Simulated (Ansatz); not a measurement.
## What Mo2NO2 monolayer distorts into

Which phase does Mo2NO2 monolayer fall into along its unstable mode, and how much energy does it gain?

Method: DFT PBEsol, scalar-relativistic, plane waves, PAW, in Ansatz 0.2.0.

## Step 1: Set-up

The cell holds 5 atoms: 1 N, 2 Mo and 2 O. Its edges and angles: a = 3.128 Å, b = 3.128 Å, c = 32.600 Å, α = 90.0°, β = 90.0°, γ = 120.0°. Vacuum lies along c.

## Step 2: Response at finite wavevector

The cell comes from relaxations at this level that are not shown. Stability and thermal properties need the whole zone. Linear response on a 4×4×1 q mesh gives force constants as far as a supercell of that size would.

File input.yaml:

```yaml
crystal:
  lattice:
    - [3.1277744238, 0.0, 0.0]
    - [-1.5638872119, 2.7087321083, 0.0]
    - [0.0, 0.0, 32.6]
  atoms:
    - { symbol: "N", position: [0.0, 0.0, 0.3067484663] }
    - { symbol: Mo, position: [0.3333333333, 0.6666666667, 0.3385189321] }
    - { symbol: Mo, position: [0.6666666667, 0.3333333333, 0.2749780005] }
    - { symbol: O, position: [0.6666666667, 0.3333333333, 0.3700080734] }
    - { symbol: O, position: [0.3333333333, 0.6666666667, 0.2434888592] }
  periodic: [true, true, false]
kpoints:
  mp_grid: { grid: [20, 20, 1] }
hamiltonian:
  xc: pbesol
scf:
  occupations: { method: methfessel_paxton, width: 0.15 }
output:
  eigenvalues: true
phonons:
  method: dfpt
  qmesh: [4, 4, 1]
  temperatures: { t_max: 1000, t_step: 50 }
  qpath:
    path:
      - [0.0, 0.0, 0.0]
      - [0.5, 0.0, 0.0]
      - [0.33333333, 0.33333333, 0.0]
      - [0.0, 0.0, 0.0]
    npoints: 10
```

Launch:

```bash
> ansatz run input.yaml --threads 8 --pin off --max-ram 14336MiB --backend cpu --events-out ev --progress --plain --runs-dir out
```

Numbers of over 12 decimals in the logs are rounded to 6 here.

Output:

```text
Warning: crystal.symmetry: narrowed to the stabiliser of the run's FFT grids — unitary ops 12 → 6. A phonons.method: dfpt run fills in the rows of the dynamical matrix that it does not solve by its symmetry operations, which is exact only for operations that map its FFT grids onto themselves: filled in by any other, the frequencies could depend on the order in which like atoms are typed, or, by more than the grids' own error, on where the crystal sits among the grids' points. Excluded: 6 operations. The run can therefore solve more perturbations, solve them on more k-points, or both, and cost more. [rest of the remark cut]
Engine: ansatz 0.2.0, aarch64-unknown-linux-gnu
Pseudopotentials: kind: paw
Pseudopotential: N, paw, valence charge 5, recommended cutoff 420 eV (normal), N.paw.azcp
Pseudopotential: Mo, paw, valence charge 14, recommended cutoff 420 eV (normal), Mo.paw.azcp
Pseudopotential: O, paw, valence charge 6, recommended cutoff 420 eV (normal), O.paw.azcp
Functional definition: PBEsol
  exchange = pbesol_x
  correlation = pbesol_c
Crystal: 5 atoms, lattice volume = 276.197 Å³
Basis set: ecut = 420 eV, 5353 PW (Γ), exchange–correlation on 48×48×450 points (8 copies of the dense FFT grid, shifted against one another)
Bands: 28, of which v1, the nominal top of the filled ones, is band 23 counted from 1 (22 counted from 0)
Symmetry: 12 space group operations
k-points: 44 of 400 (irreducible under 6 space group operations, time reversal used)
Non-local potential: N, projectors of the file, l = 0: 2, l = 1: 2, l = 2: 1
Non-local potential: Mo, projectors of the file, l = 0: 3, l = 1: 2, l = 2: 2, l = 3: 1
Non-local potential: O, projectors of the file, l = 0: 2, l = 1: 2, l = 2: 1
PAW form: soft (Blöchl's): semilocal exchange-correlation on the pseudo side does not see the compensation charge
PAW frozen core: N, regenerated for the run's functional, and the local potential with it (the file was generated under x = pbe(κ = 0.804, μ = 0.219515), c = pbe(β = 0.066725))
PAW frozen core: Mo, regenerated for the run's functional, and the local potential with it (the file was generated under x = pbe(κ = 0.804, μ = 0.219515), c = pbe(β = 0.066725))
PAW frozen core: O, regenerated for the run's functional, and the local potential with it (the file was generated under x = pbe(κ = 0.804, μ = 0.219515), c = pbe(β = 0.066725))
PAW one-centre angular grid: N, 110 points (default); XC on 64 Gauss nodes
PAW one-centre angular grid: Mo, 590 points (default); XC on 64 Gauss nodes
PAW one-centre angular grid: O, 110 points (default); XC on 64 Gauss nodes
Initial density: superposition of atomic densities (neutral atoms: chi_scale 0, normalization atom), corrected by the library's trained network
Initial wavefunctions: pseudopotential atomic-orbital guess
Functional: x = pbesol(κ = 0.804, μ = 0.123457), c = pbesol(β = 0.046)
SCF iter   1: F=—  HF=-11295.774289 eV  |F-HF|=—  |Δ(HF+E_count)|=         —  Δρ=6.12e-3  dr2=8.19e-2  ethr=1.77e-3  ⟨swp⟩=13.5  Hψ=9817  notcnv=0
preconditioner: auto → LDOS  [metal: Δε(μ)=0.057 eV  Ē_g=9.411 eV  σ=0.150 eV  W_gap=0.31  n_scr=20 (ndim 8)  ℏωp=12.0 eV  f_vac=0.789  D(μ)=2.56/eV (n_scr^D=12)  β→1.0]
SCF iter   2: F=—  HF=-11295.778824 eV  |F-HF|=—  |Δ(HF+E_count)|=   4.54e-3  S|Δr|=    0.00e0  Δρ=4.97e-3  dr2=8.29e-2  ethr=1.82e-4  ⟨swp⟩=3.2  Hψ=3439  notcnv=0  defer=42
SCF iter   3: F=—  HF=-11295.761390 eV  |F-HF|=—  |Δ(HF+E_count)|=   1.74e-2  S|Δr|=    0.00e0  Δρ=6.91e-4  dr2=1.28e-3  ethr=1.82e-4  ⟨swp⟩=3.1  Hψ=2342  notcnv=0  defer=42
SCF iter   4: F=—  HF=-11295.761402 eV  |F-HF|=—  |Δ(HF+E_count)|=   1.22e-5  S|Δr|=    0.00e0  Δρ=1.55e-4  dr2=3.35e-5  ethr=2.85e-6  ⟨swp⟩=4.0  Hψ=3193  notcnv=0  defer=42
SCF iter   5: F=—  HF=-11295.761417 eV  |F-HF|=—  |Δ(HF+E_count)|=   1.43e-5  S|Δr|=    0.00e0  Δρ=4.48e-5  dr2=4.55e-6  ethr=7.45e-8  ⟨swp⟩=3.7  Hψ=3189  notcnv=0  defer=42
SCF iter   6: F=—  HF=-11295.761416 eV  |F-HF|=—  |Δ(HF+E_count)|=   5.74e-7  S|Δr|=    0.00e0  Δρ=8.49e-6  dr2=7.88e-8  ethr=1.01e-8  ⟨swp⟩=3.1  Hψ=2735  notcnv=0  defer=42
SCF iter   7: F=—  HF=-11295.761212 eV  |F-HF|=—  |Δ(HF+E_count)|=   2.04e-4  S|Δr|=    0.00e0  Δρ=1.93e-6  dr2=6.34e-9  ethr=1.75e-10  ⟨swp⟩=3.9  Hψ=3308  notcnv=0  defer=12
SCF iter   8: F=—  HF=-11295.761212 eV  |F-HF|=—  |Δ(HF+E_count)|=   9.36e-8  S|Δr|=    0.00e0  Δρ=5.45e-7  dr2=3.59e-10  ethr=1.41e-11  ⟨swp⟩=3.7  Hψ=3070  notcnv=0  defer=12
SCF iter   9: F=—  HF=-11295.761212 eV  |F-HF|=—  |Δ(HF+E_count)|=   2.19e-8  S|Δr|=    0.00e0  Δρ=9.94e-8  dr2=1.99e-11  ethr=1.00e-12  ⟨swp⟩=3.3  Hψ=2875  notcnv=0  defer=12
SCF iter  10: F=-11295.761212 eV  HF=-11295.761212 eV  |F-HF|=1.56e-10  |Δ(HF+E_count)|=  3.46e-10  S|Δr|=    0.00e0  Δρ=2.74e-8  dr2=1.01e-12  ethr=1.00e-12  ⟨swp⟩=21.4  Hψ=11062  notcnv=0
SCF 1 converged in 10 iterations: F = -11295.761212 eV  dr2 = 1.01e-12
  greatest PAW one-centre occupation: 0.999 electrons in one spin orbital (limit 2), on the Mo atom at site 2 (counted from 0), in its partial waves of l = 0
phonons: the bands overlap, so this run is a metal and interpolates without the dipole-dipole term. If the crystal is really an insulator or semiconductor, its LO-TO splitting is missing
NSCF: frozen V_eff on 44 k-points
WARN: eigensolver did not converge (k=35): 1 band(s) unlocked after 2 eigensolves, warm-restarted (20 sweeps on the last) at ethr=1.38e-12 eV (storage-precision floor; scheduled 1.00e-12 eV) (lowest unlocked band 27, counted from 0; max residual 6.37e-6 eV among the unlocked bands, 6.37e-6 eV over every band; other slots of this pass that fall short are told together in one closing line; warning suppressed until the next SCF loop or pass starts)
NSCF: frozen V_eff on 111 k-points
DFPT response loops at q = (0, 0, 0) (fractional): preconditioner auto → none (partly filled bands, converged f_vac=0.788); β = 0.50; Broyden in place of MSR1
NSCF: frozen V_eff on 420 k-points
DFPT response loops at q = (0, 0.25, 0) (fractional): mixed as the last ones told, above
NSCF: frozen V_eff on 222 k-points
DFPT response loops at q = (0, -0.5, 0) (fractional): mixed as the last ones told, above
NSCF: frozen V_eff on 800 k-points
DFPT response loops at q = (0.25, 0.25, 0) (fractional): mixed as the last ones told, above
SCF converged after 10 iterations
Stability not checked: this state was not tested for a lower state beside it, because cold or Methfessel-Paxton smearing, or corrected tetrahedra, fill the levels in a way that the test cannot read (fill_not_monotonic; see scf.lower_state_search)
Free energy (F): -11295.761212 eV
Harris-Foulkes:  -11295.761212 eV  (|F-HF|=1.56e-10)
Internal energy: -11295.762931 eV  (E = F + TS)
E sigma→0 (E₀):  -11295.761642 eV
Entropy (-TS):   0.001719 eV (0.344 meV/atom)
Fermi energy:    -6.084139 eV
--- Per-component energies (eV) ---
  E_band       = -1172.484337
  E_kinetic    = 1365.464190
  E_local      = -143408.927414  (includes V_loc(G=0)·N_el)
  E_nonlocal   = 430.293196
  E_hartree    = 70770.004825
  E_xc         = -570.246278
  E_vxc        = -720.237257  (∫ρ·V_xc dr)
  E_paw        = -6713.603623  (= ΣΔE_a)
  E_vpaw       = -379.091697  (= ΣTr[D̂ρ^β])
  E_aug_tail   = 0.005032  (compensation charges beyond the density's cutoff)
  E_ewald      = 66830.729867
  E_core_change = 0.517273  (= ΣΔE_core)
  E_smearing   = 0.001719  (= −TS)
  E_closure    = -0.000000  (closes the sum)
  Σ components = -11295.761212   (vs F -11295.761212, Δ=0.00e0)
--- Band table (eV; the first three rows and the last of 44) ---
  k-point 0: bands = [... 19 lower, -9.1655, -8.6645, -8.6645, -6.4098, -5.3294, -5.3294, -4.4294, -3.4628, ... 1 higher]
  k-point 1: bands = [... 19 lower, -9.0978, -8.3980, -8.3866, -6.5007, -5.3100, -5.2259, -4.4183, -3.5129, ... 1 higher]
  k-point 2: bands = [... 19 lower, -8.9763, -8.1019, -7.9712, -6.6260, -5.2389, -5.0273, -4.3869, -3.6066, ... 1 higher]
  k-point 43: bands = [... 19 lower, -10.0966, -7.0614, -6.9142, -6.7386, -4.5513, -4.4204, -3.8469, -2.3288, ... 1 higher]
--- Phonons (Γ-DFPT): 10 representative perturbations + reference (Σ response iterations 51) ---
  ASR residual: 5.975e-5 → 0.000e0 eV/Å²; symmetrization residual: 1.028e-5 eV/Å²
  The last average, over the group as it would stand without the narrowing to the FFT grids, took up to 6.482e-6 eV/Å² of the zone centre's force constants
  ASR residual per site (eV/Å²): 3.07e-5 4.69e-5 5.97e-5 2.85e-5 2.46e-5
  Γ frequencies (cm⁻¹): 0.00 0.00 0.00 155.71 155.71 286.18 361.21 361.21 401.08 401.08 480.28 537.45 543.15 685.21 685.21
--- Phonons (arbitrary-q DFPT): 4 irreducible q on the 4×4×1 mesh ---
  q = [0.0000, 0.0000, 0.0000] (star 1, of the zone-centre solve; hermiticity 7.10e-7, symmetrization 1.93e-13, taken by the last average 2.24e-7): -0.00 -0.00 0.00 155.71 155.71 286.18 361.21 361.21 401.08 401.08 480.28 537.45 543.15 685.21 685.21
  q = [0.0000, 0.2500, 0.0000] (star 6, 15 solved perturbations on 210 of 400 k-point pairs; hermiticity 4.66e-7, symmetrization 5.16e-11, taken by the last average 2.79e-7): -165.65 -85.03 81.79 163.35 165.50 236.59 348.17 369.60 392.02 423.02 487.28 502.03 527.55 690.36 698.37
  q = [0.0000, -0.5000, 0.0000] (star 3, 15 solved perturbations on 111 of 400 k-point pairs; hermiticity 3.02e-7, symmetrization 6.53e-11, taken by the last average 2.13e-7): -131.38 -52.79 153.55 175.00 189.21 292.24 377.72 387.03 394.88 427.34 471.20 492.86 508.64 652.95 697.52
  q = [0.2500, 0.2500, 0.0000] (star 6, 10 solved perturbations in 3050 linear systems a pass and spin channel, the states on 400 of 400 k-point pairs; hermiticity 3.23e-7, symmetrization 1.46e-10, taken by the last average 2.25e-7): -136.75 86.42 151.99 163.99 183.52 290.36 355.16 394.68 405.68 406.16 478.36 480.29 522.73 687.66 717.18
  sum rule: each row above includes the acoustic sum rule's correction from the zone centre's row sums; it moved no ω² by more than (0.77 cm⁻¹)²
  mesh force constants: q→R imaginary residual 5.77e-18; ASR residual 5.975e-5 → 0.000e0 eV/Å²; symmetrization residual 1.421e-14 eV/Å²
  interpolated dispersion: 31 rows × 15 modes
  density of states and harmonic sums: on the 24×24×1 q-mesh, interpolated from the force constants of a 4×4×1 supercell (no non-analytic term)
  largest difference from the sums on the solved wave vectors: F 3.68e-2 eV, S 4.26e-5 and C_V 1.15e-5 eV/K
  zero-point energy: 0.321627 eV/cell   skipped modes (ω ≤ 0): 100, of them read as no rigid motion or as one in doubt: 97 (1.615e0 modes/cell left out, lowest -172.47 cm⁻¹)   left out of the sums: 1.08e-1 of the cell's modes: C_V's classical limit lies that fraction below 3 k_B per atom; for a crystal, a wire or a layer, F and S can be off by more, and a phonons.interpolated_qmesh denser along its periods is the remedy for the sampling
```

Wall time 18 min (8 threads of Arm Neoverse V2, shared host); peak memory 5.8 GiB; 2.3 h of CPU time.

The column dr2 measures how far the density is from self-consistency, as an energy; F and HF (Harris–Foulkes) agree once it is small.

This run has no spin polarisation, although Mo can carry a moment.

Numbers from this step:

* gap on the k-mesh: 0 eV
* sum-rule residual before enforcement: 5.97e-5 eV/Å²
* lowest frequency on the path: -172.5 cm⁻¹
* point group: -3m
* highest frequency on the path or at a solved wavevector: 720.5 cm⁻¹
* area per atom: 1.694 Å²
* highest optical mode at the zone centre (no LO-TO term): 685.2 cm⁻¹
* lowest optical zone-centre mode: 155.7 cm⁻¹
* lowest mode on the q mesh (acoustic modes at Γ apart): -165.7 cm⁻¹

Frequencies (cm⁻¹) solved at each irreducible wavevector; negative means imaginary. Frequencies by wavevector, by row:

| q in reciprocal lattice units | star | mode 1 | mode 2 | mode 3 | mode 4 | mode 13 | mode 14 | mode 15 |
| --- | --- | --- | --- | --- | --- | --- | --- | --- |
| 0 0 0 | 1 | 0 | 0 | 0 | 155.7 | 543.1 | 685.2 | 685.2 |
| 0 0.25 0 | 6 | -165.7 | -85 | 81.8 | 163.3 | 527.5 | 690.4 | 698.4 |
| 0 -0.5 0 | 3 | -131.4 | -52.8 | 153.6 | 175 | 508.6 | 653 | 697.5 |
| 0.25 0.25 0 | 6 | -136.8 | 86.4 | 152 | 164 | 522.7 | 687.7 | 717.2 |

Interpolated from a 4×4×1 q mesh. The phonon branches at the labelled points (cm⁻¹):

| point | branch 1 | branch 2 | branch 3 | branch 4 | branch 12 | branch 13 | branch 14 | branch 15 |
| --- | --- | --- | --- | --- | --- | --- | --- | --- |
| Γ | 0 | 0 | 0 | 156 | 537 | 543 | 685 | 685 |
| halfway | -166 | -85 | 82 | 163 | 502 | 528 | 690 | 698 |
| M | -131 | -53 | 154 | 175 | 493 | 509 | 653 | 698 |
| halfway | -103 | 25 | 159 | 175 | 483 | 517 | 678 | 714 |
| K | 42 | 104 | 104 | 178 | 477 | 521 | 715 | 715 |
| halfway | -172 | 72 | 90 | 123 | 491 | 527 | 693 | 700 |
| Γ | 0 | 0 | 0 | 156 | 537 | 543 | 685 | 685 |

Symmetry leaves 4 wavevectors to solve. The lowest mode among them, the acoustic zeros apart, lies at q = (0, 0.25, 0) and is imaginary, 165.7i cm⁻¹, so the energy falls along it. Between them the interpolated path dips to 172i cm⁻¹.

## Step 3: The mode frozen in, largest atomic shift 0 Å

The mode followed lies at q = (0, -0.5, 0) with frequency 131.4i cm⁻¹, one of the unstable modes though not the softest. At small amplitude the distorted cell has space group no. 11 by a symmetry search on the positions. The undistorted cell that holds it gives the zero of energy on the same k mesh.

System of this step: Mo2NO2 monolayer. The cell holds 10 atoms: 2 N, 4 Mo and 4 O. Its edges and angles: a = 3.128 Å, b = 5.417 Å, c = 32.600 Å, α = 90.0°, β = 90.0°, γ = 90.0°. It derives from Mo2NO2. Vacuum lies along c.

File input.yaml:

```yaml
crystal:
  lattice:
    - [3.1277744238, 0.0, 0.0]
    - [-1.0e-10, 5.4174642167, 0.0]
    - [0.0, 0.0, 32.6]
  atoms:
    - { symbol: "N", position: [1.0, 0.0, 0.3067484663] }
    - { symbol: "N", position: [0.5, 0.5, 0.3067484663] }
    - { symbol: Mo, position: [0.0, 0.3333333333, 0.3385189321] }
    - { symbol: Mo, position: [0.5, 0.8333333333, 0.3385189321] }
    - { symbol: Mo, position: [0.5, 0.1666666667, 0.2749780005] }
    - { symbol: Mo, position: [1.0, 0.6666666667, 0.2749780005] }
    - { symbol: O, position: [0.5, 0.1666666667, 0.3700080734] }
    - { symbol: O, position: [1.0, 0.6666666667, 0.3700080734] }
    - { symbol: O, position: [0.0, 0.3333333333, 0.2434888592] }
    - { symbol: O, position: [0.5, 0.8333333333, 0.2434888592] }
  periodic: [true, true, false]
kpoints:
  mp_grid: { grid: [12, 8, 1] }
hamiltonian:
  xc: pbesol
scf:
  occupations: { method: methfessel_paxton, width: 0.15 }
output:
  forces: true
  stress: true
  eigenvalues: true
```

Output:

```text
[...]
Crystal: 10 atoms, lattice volume = 552.394 Å³
Basis set: ecut = 420 eV, 10793 PW (Γ), exchange–correlation on 48×80×450 points (8 copies of the dense FFT grid, shifted against one another)
Bands: 55, of which v1, the nominal top of the filled ones, is band 45 counted from 1 (44 counted from 0)
Symmetry: 8 space group operations
[...]
k-points: 35 of 96
[...]
k-point 0: bands = [... 41 lower, -8.6653, -7.9925, -6.4110, -6.2613, -6.0323, -5.3307, -5.3305, -4.9413, ... 6 higher]
  k-point 1: bands = [... 41 lower, -8.2841, -8.0133, -6.5394, -6.3364, -5.9784, -5.2993, -5.1796, -4.8428, ... 6 higher]
  k-point 2: bands = [... 41 lower, -8.0073, -7.7753, -6.6359, -6.5287, -5.8764, -5.1766, -4.9379, -4.7175, ... 6 higher]
  k-point 34: bands = [... 41 lower, -7.9932, -6.2610, -6.2610, -6.0317, -6.0317, -4.9404, -4.9404, -4.7660, ... 6 higher]
[key lines of the parts left out:]
SCF converged after 7 iterations
Free energy (F): -22591.521481 eV
Fermi energy:    -6.090864 eV
P = ½ c Tr σ = -0.0327 N/m
```

Elapsed: 9.8 s, on 8 threads; peak memory 2.1 GiB; 75 s of CPU time.

Numbers from this step:

| Item | Value |
| --- | --- |
| energy from the undistorted cell | 0 meV/atom |

## Step 4: The mode frozen in, largest atomic shift 0.14 Å

The atoms are moved along the unstable eigenvector, the largest shift by 0.14 Å, with the cell fixed.

File input.yaml:

```yaml
crystal:
  lattice:
    - [3.1277744238, 0.0, 0.0]
    - [-1.0e-10, 5.4174642167, 0.0]
    - [0.0, 0.0, 32.6]
  atoms:
    - { symbol: "N", position: [1.0, 0.0055265023, 0.3109435943] }
    - { symbol: "N", position: [0.5, 0.4944734977, 0.3025533382] }
    - { symbol: Mo, position: [0.0, 0.3466800555, 0.3383811111] }
    - { symbol: Mo, position: [0.5, 0.8199866112, 0.338656753] }
    - { symbol: Mo, position: [0.5, 0.1533199445, 0.2751158214] }
    - { symbol: Mo, position: [1.0, 0.6800133888, 0.2748401795] }
    - { symbol: O, position: [0.5, 0.1692508549, 0.3679124384] }
    - { symbol: O, position: [1.0, 0.6640824784, 0.3721037083] }
    - { symbol: O, position: [0.0, 0.3307491451, 0.2455844941] }
    - { symbol: O, position: [0.5, 0.8359175216, 0.2413932242] }
  periodic: [true, true, false]
kpoints:
  mp_grid: { grid: [12, 8, 1] }
hamiltonian:
  xc: pbesol
scf:
  occupations: { method: methfessel_paxton, width: 0.15 }
output:
  forces: true
  stress: true
  eigenvalues: true
  write_density: true
  write_potential: true
  elf: true
  volumetric_format: npy
```

Output:

```text
[...]
Crystal: 10 atoms, lattice volume = 552.394 Å³
Basis set: ecut = 420 eV, 10793 PW (Γ), exchange–correlation on 48×80×450 points (8 copies of the dense FFT grid, shifted against one another)
Bands: 55, of which v1, the nominal top of the filled ones, is band 45 counted from 1 (44 counted from 0)
Symmetry: 4 space group operations
[...]
k-points: 35 of 96
[...]
k-point 0: bands = [... 41 lower, -8.5973, -7.9038, -6.5571, -6.2578, -6.1325, -5.3988, -5.3067, -4.8362, ... 6 higher]
  k-point 1: bands = [... 41 lower, -8.3082, -7.8660, -6.6694, -6.3531, -6.1352, -5.3533, -5.1805, -4.7118, ... 6 higher]
  k-point 2: bands = [... 41 lower, -7.8625, -7.7165, -6.7828, -6.5835, -6.1103, -5.2087, -5.0081, -4.7371, ... 6 higher]
  k-point 34: bands = [... 41 lower, -7.9672, -6.2836, -6.2836, -6.0438, -6.0438, -5.0068, -5.0068, -4.6438, ... 6 higher]
[key lines of the parts left out:]
SCF converged after 8 iterations
Free energy (F): -22591.574801 eV
Fermi energy:    -6.169652 eV
P = ½ c Tr σ = -1.2153 N/m
```

It took 15 s on 8 threads; peak memory 2.1 GiB; 1.9 min of CPU time.

Numbers from this step:

| Property | Result |
| --- | --- |
| energy from the undistorted cell | -5.176 meV/atom |

The energy, extrapolated to zero smearing, is -5.18 meV/atom against the undistorted cell.

## Step 5: Energy along the mode, all amplitudes (two of the runs are shown above)

An imaginary frequency means negative curvature, so the energy should fall and then rise again as anharmonic terms take over.

This step gave:

* depth at the lowest point sampled: 5.176 meV/atom
* largest atomic shift at that point: 0.14 Å

The energy from the parent by largest atomic shift:

| largest atomic shift (Å) | energy from the parent (meV/atom) |
| --- | --- |
| 0.000 | 0 |
| 0.040 | -0.709 |
| 0.080 | -2.49 |
| 0.140 | -5.18 |
| 0.220 | -2.96 |
| 0.320 | 29.1 |

Displacement at unit largest shift by atom:

| atom | x (Å) | y (Å) | z (Å) | size |
| --- | --- | --- | --- | --- |
| N1 | 0.00 | 0.21 | 0.98 | 1.00 |
| N2 | 0.00 | -0.21 | -0.98 | 1.00 |
| Mo3 | 0.00 | 0.52 | -0.03 | 0.52 |
| Mo4 | 0.00 | -0.52 | 0.03 | 0.52 |
| Mo5 | 0.00 | -0.52 | 0.03 | 0.52 |
| Mo6 | 0.00 | 0.52 | -0.03 | 0.52 |
| O7 | 0.00 | 0.10 | -0.49 | 0.50 |
| O8 | 0.00 | -0.10 | 0.49 | 0.50 |
| O9 | 0.00 | -0.10 | 0.49 | 0.50 |
| O10 | 0.00 | 0.10 | -0.49 | 0.50 |

The lowest of the steps tried is at 0.14 Å, 5.18 meV/atom below the parent; the bottom of the well need not coincide with a step.

(Continued in part 2 of 3.)

[Logs are printed without paths, hosts, clocks, repeated set-up lines and the standing remarks that a program may print on its own settings, such as how far it seeks lower states.]

[Hosts, paths, dates, database ids (printed as entryN), source tags and the programs' standing remarks are cut or masked in the printed files.]
